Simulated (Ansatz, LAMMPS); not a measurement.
## Convergence of a linear-scaling basis for glassy 76SiO2-9BaO-7SrO-4Li2O-4ZrO2 (mol %) (128 atoms)

Aim: test how closely localised support functions follow the reference on glassy 76SiO2-9BaO-7SrO-4Li2O-4ZrO2 (mol %) (128 atoms), and at what cost. A setting counts as converged where the r.m.s. difference of forces stays under 1 % of the r.m.s. force.

Program: Ansatz 0.2.0. Level of theory: Kohn-Sham DFT, PBE, PAW (set soft_2), plane waves. Values are calculated unless marked as measured.

**1. The system as given**

The cell holds 128 atoms: 34 Si, 4 Ba, 3 Sr, 4 Li, 2 Zr and 81 O. Cell: a = 12.146 Å, b = 12.146 Å, c = 12.146 Å, α = 90.0°, β = 90.0°, γ = 90.0°. 128 atoms (34 Si, 4 Ba, 3 Sr, 4 Li, 2 Zr, 81 O) placed at random at 2.87 g/cm³, melted at 4000 K for 10 ps at fixed volume with the Morse and Coulomb pair potential with partial charges (Pedone, Malavasi, Menziani, Cormack and Segre, J. Phys. Chem. B 110, 11780 (2006)). Quenched from 4000 K to 300 K at 300 K/ps and fixed volume, held 10 ps at zero pressure, then minimised at fixed cell.

Limits known from the start: The quench rate of 300 K/ps is many orders above laboratory rates, so the cell is likely richer in defects and strain than a real sample. The starting topology of bonds comes from the classical model, and needn't be the one that DFT or experiment would give. The Brillouin zone is sampled at Γ only, in a cell whose shortest periodic width is 12 Å. The levels lack spin–orbit coupling, which is large for the heavy elements here.

**2. The classical run that made the cell**

A classical potential makes the cell, at a small fraction of what the same run would cost in DFT.

This step: classical MD, Morse and Coulomb pair potential with partial charges (Pedone, Malavasi, Menziani, Cormack and Segre, J. Phys. Chem. B 110, 11780 (2006)) (LAMMPS 22 Jul 2025 - Update 4).

File in.lmp:

```
# melt-quench of Si34Ba4Sr3Li4Zr2O81
units metal
atom_style charge
boundary p p p
region box block 0 12.3779 0 12.3779 0 12.3779
create_box 6 box
mass 1 28.0850   # Si
mass 2 137.3270   # Ba
mass 3 87.6200   # Sr
mass 4 6.9400   # Li
mass 5 91.2240   # Zr
mass 6 15.9990   # O
create_atoms 1 random 34 82850 NULL overlap 1.5 maxtry 2000
create_atoms 2 random 4 82857 NULL overlap 1.5 maxtry 2000
create_atoms 3 random 3 82864 NULL overlap 1.5 maxtry 2000
create_atoms 4 random 4 82871 NULL overlap 1.5 maxtry 2000
create_atoms 5 random 2 82878 NULL overlap 1.5 maxtry 2000
create_atoms 6 random 81 82885 NULL overlap 1.5 maxtry 2000
pair_style hybrid/overlay pedone 5.5 coul/long 8.0
pair_coeff * * coul/long
pair_coeff 1 6 pedone 0.340554 2.006700 2.100000 1   # Si-O
pair_coeff 2 6 pedone 0.065011 1.547596 3.393410 5   # Ba-O
pair_coeff 3 6 pedone 0.019623 1.886000 3.328330 3   # Sr-O
pair_coeff 4 6 pedone 0.001114 3.429506 2.681360 1   # Li-O
pair_coeff 5 6 pedone 0.206237 2.479675 2.436997 1   # Zr-O
pair_coeff 6 6 pedone 0.042395 1.379316 3.618701 22   # O-O
set type 1 charge 2.4
set type 2 charge 1.2
set type 3 charge 1.2
set type 4 charge 0.6
set type 5 charge 2.4
set type 6 charge -1.2
kspace_style pppm 1.0e-4
neigh_modify delay 0 every 1 check yes
# [... 22 lines left out ...]
thermo 1666
fix md all npt temp 300 300 0.2 iso 0 0 2
run 5000 post no
unfix md
thermo 100
min_style cg
minimize 0 1e-3 2000 20000
write_dump all custom glass.dump id type xs ys zs modify sort id
```

Launch:

```
$ lmp -in in.lmp -log none -nocite
```

Standard output:

```text
LAMMPS (22 Jul 2025 - Update 4)
Created orthogonal box = (0 0 0) to (12.3779 12.3779 12.3779)
Created 34 atoms
Created 4 atoms
Created 3 atoms
Created 4 atoms
Created 2 atoms
Created 81 atoms
PPPM initialization ...
  G vector (1/distance) = 0.39108419
  grid = 15 15 15
  estimated relative force accuracy = 3.8137951e-05
   Step          Time           Temp          PotEng         Press         Density
         0   0              0             -2.1031627      610383.43      2.8660166
       100   0.2            0             -15.650934     -26279.676      2.8660166
       106   0.212          0             -15.662794     -27430.489      2.8660166
Loop time of 0.0870429 s on 1 MPI rank(s) for 106 steps with 128 atoms
Minimization stats:
  Stopping criterion = energy tolerance
  Energy initial, next-to-last, final =
     -2.10316266032099  -15.6618515444853  -15.6627943341551
  Force two-norm initial, final = 365.64084 2.1271722
  Iterations, force evaluations = 106 132
   Step          Time           Temp          PotEng         Press         Density
         0   0              4000          -15.662794      9552.886       2.8660166
       500   1              1862.4304     -15.45253      -14144.675      2.8660166
      1000   2              1814.924      -15.443619     -10000.194      2.8660166
[... 3 lines left out ...]
      1666   3.332          4257.4357     -15.054521      35834.945      2.8660166
      2499   4.998          4140.4474     -15.145673      15535.519      2.8660166
      3332   6.664          3885.4511     -15.095293      21096.174      2.8660166
      4165   8.33           4690.4672     -15.004685      29074.197      2.8660166
      4998   9.996          4036.9809     -15.070639      18038.705      2.8660166
[... 2 lines left out ...]
Loop time of 2.87036 s on 1 MPI rank(s) for 5000 steps with 128 atoms
   Step          Time           Temp          PotEng         Press         Density
[... 12 lines left out ...]
Loop time of 3.42838 s on 1 MPI rank(s) for 6167 steps with 128 atoms
   Step          Time           Temp          PotEng         Press         Density
[... 3 lines left out ...]
     16660   33.32          290.70901     -15.761161     -2634.0008      3.0038604
     17167   34.334         297.91251     -15.759272     -3779.6697      3.0332485
Loop time of 3.88858 s on 1 MPI rank(s) for 5000 steps with 128 atoms
   Step          Time           Temp          PotEng         Press         Density
     17167   34.334         297.91251     -15.759276     -3782.1725      3.0332485
     17184   34.368         297.91251     -15.800026      2054.1289      3.0332485
Loop time of 0.0423437 s on 1 MPI rank(s) for 17 steps with 128 atoms
Minimization stats:
  Stopping criterion = linesearch alpha is zero
  Energy initial, next-to-last, final =
     -15.7592755892591  -15.8000258314334  -15.8000258314334
  Force two-norm initial, final = 15.417613 0.55118546
  Iterations, force evaluations = 17 67
```

The job ended after 11 s (1 thread of Arm Neoverse V2, shared host; peak memory 0.07 GiB).

**3. Plane-wave single point**

The first run fixes the reference, at a cutoff of 420 eV.

File input.yaml:

```yaml
crystal:
  lattice:
    - [12.14611, 0.0, 0.0]
    - [0.0, 12.14611, 0.0]
    - [0.0, 0.0, 12.14611]
  atoms:
    - { symbol: Si, position: [0.96669, 0.00894, 0.40476] }
    - { symbol: Si, position: [0.0123, 0.904, 0.76789] }
    - { symbol: Si, position: [0.67495, 0.17918, 0.22752] }
    - { symbol: Si, position: [0.25427, 0.88155, 0.68247] }
    - { symbol: Si, position: [0.67426, 0.40819, 0.11703] }
    - { symbol: Si, position: [0.00828, 0.81908, 0.22691] }
    - { symbol: Si, position: [0.72369, 0.77466, 0.48283] }
    - { symbol: Si, position: [0.60695, 0.97814, 0.7202] }
    - { symbol: Si, position: [0.89557, 0.45245, 0.40141] }
    - { symbol: Si, position: [0.97468, 0.2368, 0.26715] }
    - { symbol: Si, position: [0.45492, 0.83327, 0.84653] }
    - { symbol: Si, position: [0.68232, 0.37031, 0.37063] }
    - { symbol: Si, position: [0.81827, 0.66966, 0.27066] }
    - { symbol: Si, position: [0.17519, 0.10633, 0.98252] }
    - { symbol: Si, position: [0.57891, 0.14356, 0.91795] }
    - { symbol: Si, position: [0.511, 0.90388, 0.50204] }
    - { symbol: Si, position: [0.20964, 0.6368, 0.58773] }
    - { symbol: Si, position: [0.40833, 0.49113, 0.68] }
    - { symbol: Si, position: [0.99516, 0.50121, 0.62755] }
    - { symbol: Si, position: [0.6271, 0.74144, 0.11961] }
    - { symbol: Si, position: [0.21214, 0.96786, 0.45443] }
    - { symbol: Si, position: [0.92209, 0.3503, 0.82265] }
    - { symbol: Si, position: [0.97797, 0.95561, 0.0183] }
    - { symbol: Si, position: [0.9018, 0.51104, 0.02051] }
    - { symbol: Si, position: [0.72409, 0.98831, 0.0845] }
    - { symbol: Si, position: [0.8408, 0.03506, 0.62078] }
    - { symbol: Si, position: [0.34756, 0.25281, 0.5711] }
    - { symbol: Si, position: [0.21658, 0.72862, 0.35185] }
    - { symbol: Si, position: [0.51196, 0.65028, 0.52622] }
    - { symbol: Si, position: [0.92678, 0.72743, 0.61106] }
    - { symbol: Si, position: [0.35793, 0.94011, 0.06313] }
    - { symbol: Si, position: [0.37701, 0.70928, 0.15419] }
    [... 90 atom lines left out ...]
    - { symbol: O, position: [0.82645, 0.1608, 0.61126] }
    - { symbol: O, position: [0.87147, 0.9929, 0.49521] }
    - { symbol: O, position: [0.22939, 0.84826, 0.39914] }
    - { symbol: O, position: [0.50368, 0.74135, 0.17498] }
    - { symbol: O, position: [0.10607, 0.57107, 0.63857] }
    - { symbol: O, position: [0.94343, 0.99399, 0.699] }
kpoints:
  mp_grid: { grid: [1, 1, 1] }
hamiltonian:
  xc: pbe
scf:
  occupations: { method: fixed }
output:
  forces: true
  stress: true
  populations: true
  dos:
    method: { smearing: { sigma: 0.08 } }
    de: 0.1
    projected: { site_lists: { Ba: [Ba], Li: [Li], O: [O], Si: [Si], Sr: [Sr] } }
  eigenvalues: true
  write_density: true
  write_potential: true
  volumetric_format: npy
  elf: true
```

Launch:

```
$ ansatz run input.yaml --threads 8 --pin off --max-ram 15872MiB --backend cpu --events-out ev --progress --plain --runs-dir out
```

Standard output:

```text
Engine: ansatz 0.2.0, aarch64-unknown-linux-gnu
Pseudopotentials: kind: paw
Pseudopotential: Si, paw, valence charge 4, recommended cutoff 420 eV (normal), Si.paw.azcp
Pseudopotential: Ba, paw, valence charge 10, recommended cutoff 420 eV (normal), Ba.paw.azcp
Pseudopotential: Sr, paw, valence charge 10, recommended cutoff 420 eV (normal), Sr.paw.azcp
Pseudopotential: Li, paw, valence charge 3, recommended cutoff 420 eV (normal), Li.paw.azcp
Pseudopotential: Zr, paw, valence charge 12, recommended cutoff 420 eV (normal), Zr.paw.azcp
Pseudopotential: O, paw, valence charge 6, recommended cutoff 420 eV (normal), O.paw.azcp
[... 5 lines on functional and potentials left out ...]
Crystal: 128 atoms, lattice volume = 1791.891 Å³
Basis set: ecut = 420 eV, 35033 PW (Γ), exchange–correlation on 180×180×180 points (8 copies of the dense FFT grid, shifted against one another)
Bands: 492, of which v1, the nominal top of the filled ones, is band 364 counted from 1 (363 counted from 0)
Symmetry: 1 space group operations
Space group: P1 (ITA 1), of the structure as read, at distance tolerance 1.2e-4 Å
k-points: 1
[... 13 lines on functional and potentials left out ...]
Initial density: superposition of atomic densities (neutral atoms: chi_scale 0, normalization atom), corrected by the library's trained network
Initial wavefunctions: pseudopotential atomic-orbital guess
Functional: x = pbe(κ = 0.804, μ = 0.219515), c = pbe(β = 0.066725)
SCF iter   1: F=—  HF=-111340.562486 eV  |F-HF|=—  |Δ(HF+E_count)|=         —  Δρ=2.14e-3  dr2=1.13e-1  ethr=1.77e-3  ⟨swp⟩=5.0  Hψ=1957  notcnv=0  defer=126
preconditioner: auto → Resta (q_TF=auto, 2.348 Å⁻¹)  ε∞=3.3  [insulator: Δε(μ)=2.658 eV  Ē_g=15.300 eV  n_scr=388 (ndim 8)  ℏωp=23.0 eV  f_vac=0.133  ε∞_Penn≈3.3]
SCF iter   2: F=—  HF=-111340.562378 eV  |F-HF|=—  |Δ(HF+E_count)|=   1.08e-4  Δρ=1.09e-3  dr2=2.74e-2  ethr=1.55e-5  ⟨swp⟩=2.0  Hψ=932  notcnv=0  defer=126
SCF iter   3: F=—  HF=-111340.565359 eV  |F-HF|=—  |Δ(HF+E_count)|=   2.98e-3  Δρ=5.37e-4  dr2=7.23e-3  ethr=3.76e-6  ⟨swp⟩=3.0  Hψ=654  notcnv=0  defer=126
SCF iter   4: F=—  HF=-111340.564991 eV  |F-HF|=—  |Δ(HF+E_count)|=   3.68e-4  Δρ=1.69e-4  dr2=6.39e-4  ethr=9.93e-7  ⟨swp⟩=2.0  Hψ=653  notcnv=0  defer=126
SCF iter   5: F=—  HF=-111340.565087 eV  |F-HF|=—  |Δ(HF+E_count)|=   9.65e-5  Δρ=1.05e-4  dr2=1.67e-4  ethr=8.77e-8  ⟨swp⟩=2.0  Hψ=651  notcnv=0  defer=126
SCF iter   6: F=—  HF=-111340.565059 eV  |F-HF|=—  |Δ(HF+E_count)|=   2.85e-5  Δρ=2.64e-5  dr2=1.20e-5  ethr=2.29e-8  ⟨swp⟩=2.0  Hψ=651  notcnv=0  defer=125
SCF iter   7: F=—  HF=-111340.569663 eV  |F-HF|=—  |Δ(HF+E_count)|=   4.60e-3  Δρ=1.11e-5  dr2=1.83e-6  ethr=1.65e-9  ⟨swp⟩=2.0  Hψ=854  notcnv=0  defer=122
SCF iter   8: F=—  HF=-111340.569664 eV  |F-HF|=—  |Δ(HF+E_count)|=   1.16e-6  Δρ=5.51e-6  dr2=4.79e-7  ethr=2.51e-10  ⟨swp⟩=2.0  Hψ=715  notcnv=0  defer=122
SCF iter   9: F=-111340.569664 eV  HF=-111340.569664 eV  |F-HF|=2.06e-8  |Δ(HF+E_count)|=   1.38e-7  Δρ=1.42e-6  dr2=3.68e-8  ethr=1.37e-11  ⟨swp⟩=24.0  Hψ=5533  notcnv=0
SCF 1 converged in 9 iterations: F = -111340.569664 eV  dr2 = 3.68e-8
  greatest PAW one-centre occupation: 1.000 electrons in one spin orbital (limit 2), on the Li atom at site 44 (counted from 0), in its partial waves of l = 0
SCF converged after 9 iterations
Free energy (F): -111340.569664 eV
Harris-Foulkes:  -111340.569664 eV  (|F-HF|=2.06e-8)
Internal energy: -111340.569664 eV  (E = F + TS)
E sigma→0 (E₀):  -111340.569664 eV
Fermi energy:    4.919469 eV
--- Per-component energies (eV) ---
  E_band       = -3559.063858
  E_kinetic    = 18177.381722
  E_local      = -48719.298517  (includes V_loc(G=0)·N_el)
  E_nonlocal   = 5577.304294
  E_hartree    = 17870.080191
  E_xc         = -9494.243997
  E_vxc        = -10790.757908  (∫ρ·V_xc dr)
  E_paw        = -65296.981209  (= ΣΔE_a)
  E_vpaw       = -3544.061384  (= ΣTr[D̂ρ^β])
  E_aug_tail   = 0.207895  (compensation charges beyond the density's cutoff)
  E_ewald      = -29455.020042
  E_smearing   = -0.000000  (= −TS)
  E_closure    = 0.000000  (closes the sum)
  Σ components = -111340.569664   (vs F -111340.569664, Δ=0.00e0)
--- Forces (eV/Å), atoms counted from 1 ---
  atom   1  Si     1.07491672     0.40447212     0.61484441
  atom   2  Si    -0.53110725    -0.51748266    -2.08606182
  atom   3  Si     0.16312979     2.60406864    -0.10840883
  atom   4  Si    -0.69350399    -1.91159481    -0.90009714
  atom   5  Si     0.79166989    -1.09721000     1.81478935
  atom   6  Si    -0.30692512     1.15305071     1.71751930
  atom   7  Si    -1.81253870    -1.16621669     0.91529958
  atom   8  Si     0.04897876    -0.53501409    -0.36396637
  atom   9  Si    -1.17909919    -0.16269346    -0.39536089
  atom  10  Si     0.31292431    -0.52083740    -0.49847909
  atom  11  Si    -0.32673085     1.07717750     0.21025410
  atom  12  Si     1.43013087    -0.80961418    -2.90192620
  atom  13  Si    -0.76340248     0.24536890     1.77346296
  atom  14  Si     0.61851146    -0.65242050     1.36773005
[...]
atom 127  O      0.72328912    -0.45317994     0.51944114
  atom 128  O      0.68840414     0.56628157     0.67600137
  max |Σ_I F_I| component: 6.92e-5 eV/Å
--- Stress (GPa, compression-positive) ---
        6.495042       0.704663      -0.399112
        0.704664       4.923591       0.498857
       -0.399111       0.498859       4.019605
  P = ⅓ Tr σ = 5.1461 GPa (51.461 kbar)
--- Band table (eV) ---
  k-point 0: bands = ["-44.4061", "-43.5030", "-39.7168", "-39.0848", [... 476 levels ...], "13.4656", "13.4758", "13.5281", "13.5553", "13.5731", "13.5785", "13.6133", "13.6326", "13.6391", "13.6622", "13.7065", "13.7369"]
--- Löwdin populations: 128 sites ---
  site symbol       q [e]
     0     Si      2.2143
     1     Si      2.2377
     2     Si      2.2420
[...]
127      O      6.8312
  spilling = 0.013040 (of n_electrons = 728.000000)
```

Run time: 21 s. Hardware: 8 threads of Arm Neoverse V2, shared host; peak memory 2.9 GiB.

In the SCF lines HF is the Harris–Foulkes energy and dr2 the Hartree energy of the density residual, in eV; the loop may stop once dr2 is under the threshold and the program's other checks hold. Hψ counts applications of the Hamiltonian.

Numbers from this run:

```
free energy                                      : -111340.5697 eV
free energy per atom                             : -869.8482 eV/atom
SCF cycles                                       : 9
pressure                                         : 5.146 GPa
r.m.s. force component                           : 0.9939 eV/Å
longest force                                    : 4.261 eV/Å
Fermi energy                                     : 4.919 eV
gap (highest filled to lowest empty level) : 2.564 eV
spilling of the projection                       : 0.01304
```

The r.m.s. force component of 0.99 eV/Å sets the scale for the differences below.

**4. Support functions low**

With localised support functions most steps grow linearly with size, though the diagonalisation grows faster unless the density matrix is cut; this run measures error and cost at this size.

This step: Kohn-Sham DFT, PBE, PAW (set soft_2), localised support functions (low) (Ansatz 0.2.0).

input.yaml, the sections that differ from step 3:

```yaml
scf:
  occupations: { method: fixed }
  eigensolver: { kind: { support_functions: { accuracy: low } } }
  max_iter: 150
output:
  forces: true
  eigenvalues: true
# crystal, kpoints, hamiltonian: as in step 3
```

Standard output:

```text
Warning: scf.eigensolver.kind.support_functions: disabling space-group detection — the functions' gradient is summed over unrotated k-points, so no spatial operation reduces the k-mesh or symmetrises the density; time reversal is kept, so that k and −k are solved as one point where they differ and the mesh holds both, and exact exchange and, on two spinor components, a DFT+U term hold to it where the run has them: [...]
settings of this run that can trade accuracy for cost: scf.eigensolver.kind.support_functions; scf.eigensolver.kind.support_functions.accuracy: low [...]
[...]
Crystal: 128 atoms, lattice volume = 1791.891 Å³
Basis set: ecut = 420 eV, 35033 PW (Γ), exchange–correlation on 180×180×180 points (8 copies of the dense FFT grid, shifted against one another)
Bands: 437, of which v1, the nominal top of the filled ones, is band 364 counted from 1 (363 counted from 0)
Symmetry: 1 space group operations
k-points: 1
[...]
SCF iter   1: F=—  HF=-111329.227110 eV  |F-HF|=—  |Δ(HF+E_count)|=         —  Δρ=1.06e-1  dr2=2.75e2  ethr=1.00e-1
[...]
SCF iter  13: F=—  HF=-111341.118574 eV  |F-HF|=—  |Δ(HF+E_count)|=   5.87e-3  Δρ=2.85e-5  dr2=2.68e-5  ethr=1.33e-8  κ⁻¹=9.7e-6(r=7)
SCF iter  14: F=-111341.123242 eV  HF=-111341.123247 eV  |F-HF|=4.72e-6  |Δ(HF+E_count)|=   4.67e-3  Δρ=1.51e-5  dr2=8.55e-6  ethr=3.68e-9
SCF 1 converged in 14 iterations: F = -111341.178282 eV  dr2 = 8.55e-6
[...]
SCF converged after 14 iterations
Stability not checked: this state was not tested for a lower state beside it, because the mixer in use, unlike msr1, does not test its closes by its own steps (another_mixer; see scf.mixing.algorithm and scf.lower_state_search)
Free energy (F): -111341.178282 eV
[...]
Internal energy: -111341.178282 eV  (E = F + TS)
E sigma→0 (E₀):  -111341.178282 eV
Fermi energy:    4.923334 eV
[...]
Σ components = -111341.178282   (vs F -111341.178282, Δ=0.00e0)
--- Forces (eV/Å), atoms counted from 1 ---
  atom   1  Si     1.07529993     0.40625131     0.61618167
  atom   2  Si    -0.53090077    -0.51697824    -2.08834848
  atom   3  Si     0.16175844     2.60812220    -0.10855150
  atom   4  Si    -0.69186607    -1.91051473    -0.90037821
[...]
atom 128  O      0.68949116     0.56741491     0.67593315
  max |Σ_I F_I| component: 1.38e-2 eV/Å
--- Band table (eV) ---
[...]
```

The job ended after 80 s (8 threads; peak memory 5.4 GiB; 10 min of CPU time).

The program notes that the band table was not solved further than the SCF left it and it switched symmetry off.

Keys that differ from the reference: support_functions.accuracy = "low" and scf.max_iter = 150.

Forces differ from the reference by 1.2 meV/Å r.m.s., 0.12 % of their size, well within a tolerance of 1 %; the energy by -4.8 meV/atom. It took roughly 3.9 times the reference's time (one timing each, with unlike analyses asked), in 14 cycles against 9.

(Part 1 of 3 ends here.)

[Long decimals in the printed logs are rounded to 6 places.]

[Logs are printed without paths, hosts, clocks, repeated set-up lines and the standing remarks that a program may print on its own settings, such as how far it seeks lower states.]

[Hosts, paths, dates, database ids (printed as entryN), source tags and the programs' standing remarks are cut or masked in the printed files.]
